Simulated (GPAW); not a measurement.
# How Rb absorbs and reflects light

Aim: the dielectric function of Rb, and the optical constants that follow from it. The cell comes from an older database entry, whose edges can differ from later determinations, mostly by under a per cent.

Main program and level: GPAW 26.7.0; DFT, PBE, plane-wave PAW (GPAW data sets), scalar-relativistic, RPA, optical limit.

Most raw output is cut from this account.

The database entry behind the starting cell lists a temperature near 78 K, so it need not match the best structure at ambient conditions.

## Step 1: The structure

It takes space group Im-3m (No. 229, cubic). Conventional cell: a = 5.605 Å, b = 5.605 Å, c = 5.605 Å, α = 90.00°, β = 90.00°, γ = 90.00°. Rb has 8 Rb at 4.85 Å nearest.

Structure file:

```cif
data_structure
_symmetry_space_group_name_H-M 'P 1'
_symmetry_Int_Tables_number 1
_cell_length_a 4.8541
_cell_length_b 4.8541
_cell_length_c 4.8541
_cell_angle_alpha 109.471
_cell_angle_beta 109.471
_cell_angle_gamma 109.471
_cell_volume 88.04
loop_
_atom_site_label
_atom_site_type_symbol
_atom_site_fract_x
_atom_site_fract_y
_atom_site_fract_z
_atom_site_occupancy
Rb1 Rb 0.00000 0.00000 0.00000 1
```

## Step 2: Ground state

First the ground state: is it a metal or has it a gap?

This step: DFT, PBE, plane-wave PAW (GPAW data sets), scalar-relativistic, ground state (GPAW 26.7.0).

Input file gs.py:

```python
from ase import Atoms
from ase.dft.bandgap import bandgap
from gpaw import GPAW, PW, FermiDirac

atoms = Atoms(['Rb'],
              cell=[[-2.802500000000, 2.802500000000, 2.802500000000],
                    [2.802500000000, -2.802500000000, 2.802500000000],
                    [2.802500000000, 2.802500000000, -2.802500000000]],
              scaled_positions=[[0.000000000000, 0.000000000000, 0.000000000000]],
              pbc=[True, True, True])
atoms.calc = GPAW(mode=PW(500), xc='PBE', kpts={'size': (6, 6, 6), 'gamma': True},
                  occupations=FermiDirac(0.05), maxiter=150, txt='gs.txt')
print('energy (eV)', atoms.get_potential_energy())
print('Fermi level (eV)', atoms.calc.get_fermi_level())
print('valence electrons', atoms.calc.get_number_of_electrons())
print('gap (eV)', bandgap(atoms.calc, output=None)[0])
print('direct gap (eV)', bandgap(atoms.calc, direct=True, output=None)[0])
atoms.calc.write('gs.gpw')
```

Started as:

```sh
> OMP_NUM_THREADS=1 python gs.py
```

It took 4.7 s on 1 thread of Arm Neoverse V1, shared host; peak memory 0.14 GiB.

This step gave:

- energy: -0.8880 eV
- Fermi energy: 1.313 eV
- electrons: 9

There are states at the Fermi level within the smearing, so the occupations stay smeared and the carriers get a Drude term.

## Step 3: Bands for the response

The response needs many more empty bands than the density does.

This step: DFT, PBE, plane-wave PAW (GPAW data sets), scalar-relativistic, bands at fixed density (GPAW 26.7.0).

Input file nscf.py:

```python
from ase.dft.bandgap import bandgap
from gpaw import GPAW, FermiDirac

calc = GPAW('gs.gpw').fixed_density(kpts={'size': (11, 11, 11), 'gamma': True}, nbands=75, convergence={'bands': 69},
                                    occupations=FermiDirac(0.05), txt='nscf.txt')
print('gap (eV)', bandgap(calc, output=None)[0])
print('direct gap (eV)', bandgap(calc, direct=True, output=None)[0])
print('top band over the Fermi level (eV)', min(calc.get_eigenvalues(kpt=k)[68] for k in range(len(calc.get_ibz_k_points()))) - calc.get_fermi_level())
calc.write('full.gpw', mode='all')
```

Started as:

```sh
> OMP_NUM_THREADS=1 python nscf.py
```

The job ended after 6.4 min (1 thread; peak memory 0.31 GiB).

## Step 4: Dielectric function, RPA

Local fields let the induced charge screen the field inside the cell, which as a rule lowers ε, most along directions where the density is uneven.

This step: DFT, PBE, plane-wave PAW (GPAW data sets), scalar-relativistic, RPA, optical limit (GPAW 26.7.0).

Input file df.py:

```python
from gpaw.response.df import DielectricFunction

df = DielectricFunction('full.gpw', frequencies={'type': 'nonlinear', 'domega0': 0.03, 'omega2': 8},
                        ecut=50,
                        eta=0.15,
                        nbands=69,
                        rate=0.05,
                        txt='df.txt')
for direction in ['x']:
    df.get_dielectric_function(xc='RPA', direction=direction, filename=f'df_{direction}.csv')
```

Started as:

```sh
> OMP_NUM_THREADS=1 python df.py
```

Wall time 24 s (1 thread); peak memory 0.35 GiB.

This step gave:

| Item | Value |
| --- | --- |
| centre of weight of the strongest loss peak in the window | 3.187 eV |

The Im ε, E ∥ x has structure finer than the step of the table below, so its rows give means over 0.5 eV, whole bins alone (the curve runs from 0.305 to 14.0 eV). Peaks (eV: height): 1.45: 1.34, 13.25: 0.204.

Sum at mesh points, not converged in k. The Im ε, E ∥ x by photon energy; means over each step:

| photon energy (eV) | Im ε, E ∥ x |
| --- | --- |
| 1.0 | 1.74 |
| 1.5 | 1.08 |
| 2.0 | 0.625 |
| 2.5 | 0.355 |
| 3.0 | 0.229 |
| 3.5 | 0.178 |
| 4.0 | 0.127 |
| 4.5 | 0.186 |
| 5.0 | 0.174 |
| 5.5 | 0.194 |
| 6.0 | 0.147 |
| 6.5 | 0.188 |
| 7.0 | 0.151 |
| 7.5 | 0.136 |
| 8.0 | 0.110 |
| 8.5 | 0.0795 |
| 9.0 | 0.0548 |
| 9.5 | 0.0503 |
| 10.0 | 0.0325 |
| 10.5 | 0.0371 |
| 11.0 | 0.0283 |
| 11.5 | 0.0232 |
| 12.0 | 0.0243 |
| 12.5 | 0.0368 |
| 13.0 | 0.127 |
| 13.5 | 0.176 |

Values under 1 per cm are given as 1; sum at mesh points, not converged in k. Absorption coefficient, E ∥ x against photon energy:

| photon energy (eV) | absorption coefficient, E ∥ x (1/cm) |
| --- | --- |
| 0.5 | 3.4e5 |
| 1.0 | 3.2e5 |
| 1.5 | 3.0e5 |
| 2.0 | 2.7e5 |
| 2.5 | 2.2e5 |
| 3.0 | 1.4e5 |
| 3.5 | 64737 |
| 4.0 | 36336 |
| 4.5 | 51629 |
| 5.0 | 46198 |
| 5.5 | 59521 |
| 6.0 | 40429 |
| 6.5 | 68649 |
| 7.0 | 54186 |
| 7.5 | 53743 |
| 8.0 | 45667 |
| 8.5 | 34436 |
| 9.0 | 21902 |
| 9.5 | 23406 |
| 10.0 | 14593 |
| 10.5 | 19715 |
| 11.0 | 14040 |
| 11.5 | 11831 |
| 12.0 | 12616 |
| 12.5 | 19947 |
| 13.0 | 69526 |
| 13.5 | 1.0e5 |

Sum at mesh points, not converged in k. The reflectivity at normal incidence, E ∥ x by photon energy; read off at these points:

photon energy (eV), reflectivity at normal incidence, E ∥ x (%) and a bar:
```
      0.5       94.0 ##############################
      1.0       91.3 #############################
      1.5       77.0 #########################
      2.0       68.5 ######################
      2.5       65.2 #####################
      3.0       46.4 ###############
      3.5       12.4 ####
      4.0        3.4 #
      4.5        1.0 
      5.0        1.0 
      5.5        0.4 
      6.0        0.2 
      6.5        0.3 
      7.0        0.2 
      7.5        0.1 
      8.0        0.1 
      8.5        0.0 
      9.0        0.0 
      9.5        0.0 
     10.0        0.0 
     10.5        0.1 
     11.0        0.1 
     11.5        0.1 
     12.0        0.2 
     12.5        0.3 
     13.0        0.6 
     13.5        0.4
```

The Im ε, E ∥ x has structure finer than the step of the table below, so its rows give means over 0.5 eV, whole bins alone (the curve runs from 0.305 to 14.0 eV). Peaks (eV: height): without local fields 1.45: 1.39; with local fields 1.45: 1.34, 13.25: 0.204.

Sum at mesh points, not converged in k. The Im ε, E ∥ x by photon energy; means over each step:

| photon energy (eV) | without local fields | with local fields |
| --- | --- | --- |
| 1.0 | 1.75 | 1.74 |
| 1.5 | 1.11 | 1.08 |
| 2.0 | 0.652 | 0.625 |
| 2.5 | 0.374 | 0.355 |
| 3.0 | 0.243 | 0.229 |
| 3.5 | 0.187 | 0.178 |
| 4.0 | 0.133 | 0.127 |
| 4.5 | 0.187 | 0.186 |
| 5.0 | 0.171 | 0.174 |
| 5.5 | 0.202 | 0.194 |
| 6.0 | 0.146 | 0.147 |
| 6.5 | 0.178 | 0.188 |
| 7.0 | 0.124 | 0.151 |
| 7.5 | 0.0924 | 0.136 |
| 8.0 | 0.0610 | 0.110 |
| 8.5 | 0.0387 | 0.0795 |
| 9.0 | 0.0271 | 0.0548 |
| 9.5 | 0.0251 | 0.0503 |
| 10.0 | 0.0210 | 0.0325 |
| 10.5 | 0.0250 | 0.0371 |
| 11.0 | 0.0224 | 0.0283 |
| 11.5 | 0.0230 | 0.0232 |
| 12.0 | 0.0296 | 0.0243 |
| 12.5 | 0.0534 | 0.0368 |
| 13.0 | 0.215 | 0.127 |
| 13.5 | 0.324 | 0.176 |

Sum at mesh points, not converged in k. Table of loss function −Im 1/ε at q → 0, E ∥ x by energy loss; read off at these points:

| energy loss (eV) | loss function −Im 1/ε at q → 0, E ∥ x |
| --- | --- |
| 0.50 | 0.00470 |
| 1.00 | 0.0157 |
| 1.50 | 0.0797 |
| 2.00 | 0.211 |
| 2.50 | 0.527 |
| 3.00 | 3.19 |
| 3.18 | 4.92 |
| 3.50 | 2.27 |
| 4.00 | 0.509 |
| 4.50 | 0.353 |
| 5.00 | 0.297 |
| 5.50 | 0.260 |
| 6.00 | 0.163 |
| 6.50 | 0.230 |
| 7.00 | 0.175 |
| 7.50 | 0.152 |
| 8.00 | 0.122 |
| 8.50 | 0.0819 |
| 9.00 | 0.0476 |
| 9.50 | 0.0456 |
| 10.00 | 0.0260 |
| 10.50 | 0.0318 |
| 11.00 | 0.0211 |
| 11.50 | 0.0162 |
| 12.00 | 0.0157 |
| 12.50 | 0.0222 |
| 13.00 | 0.0674 |
| 13.50 | 0.106 |

From ε follow the optical constants at some laser and lamp lines:

| wavelength (nm) | n | k | R (%) | 1/α |
| --- | --- | --- | --- | --- |
| 1550 | 0.33 | 4.028 | 92.7 | 31 nm |
| 1064 | 0.21 | 2.612 | 89.9 | 32 nm |
| 800 | 0.30 | 1.933 | 78.1 | 33 nm |
| 532 | 0.19 | 1.050 | 70.4 | 40 nm |
| 405 | 0.27 | 0.393 | 39.5 | 82 nm |
| 308 | 0.71 | 0.087 | 3.2 | 282 nm |
| 193 | 0.97 | 0.099 | 0.3 | 155 nm |

A polished face would reflect 69 % of daylight and look faintly yellow-green (CIE x = 0.328, y = 0.357 under D65).

## Step 5: Summary of results

```yaml
centre_of_weight_of_the_strongest_loss_peak_in_the_window_first_axis: 3.19 eV
```

At this level (PBE, RPA) Rb is a metal. The mesh is too coarse to trust the carriers' weight, the reflectivity or the colour to better than tens of per cent. A polished face would reflect 69 % of daylight and look faintly yellow-green (CIE x = 0.328, y = 0.357 under D65). The carriers' damping of 0.05 eV is typed, not computed; it shapes the response at the lowest energies. GPAW's carrier term has the form −ωp²/(ω + i·rate)², which damps like twice the rate and fails at low energy, so the curves leave the lowest energies out. The sum runs over mesh points 0.14 Å⁻¹ apart with no interpolation, so peaks are partly noise of the mesh, and the Drude plasma energy, a sum over the Fermi surface, isn't converged.

[Machine, clock and banner lines and Python warnings are left out of the logs.]

[Logs are printed without paths, hosts, clocks, repeated set-up lines and the standing remarks that a program may print on its own settings, such as how far it seeks lower states.]

[Hosts, paths, dates, database ids (printed as entryN), source tags and the programs' standing remarks are cut or masked in the printed files.]
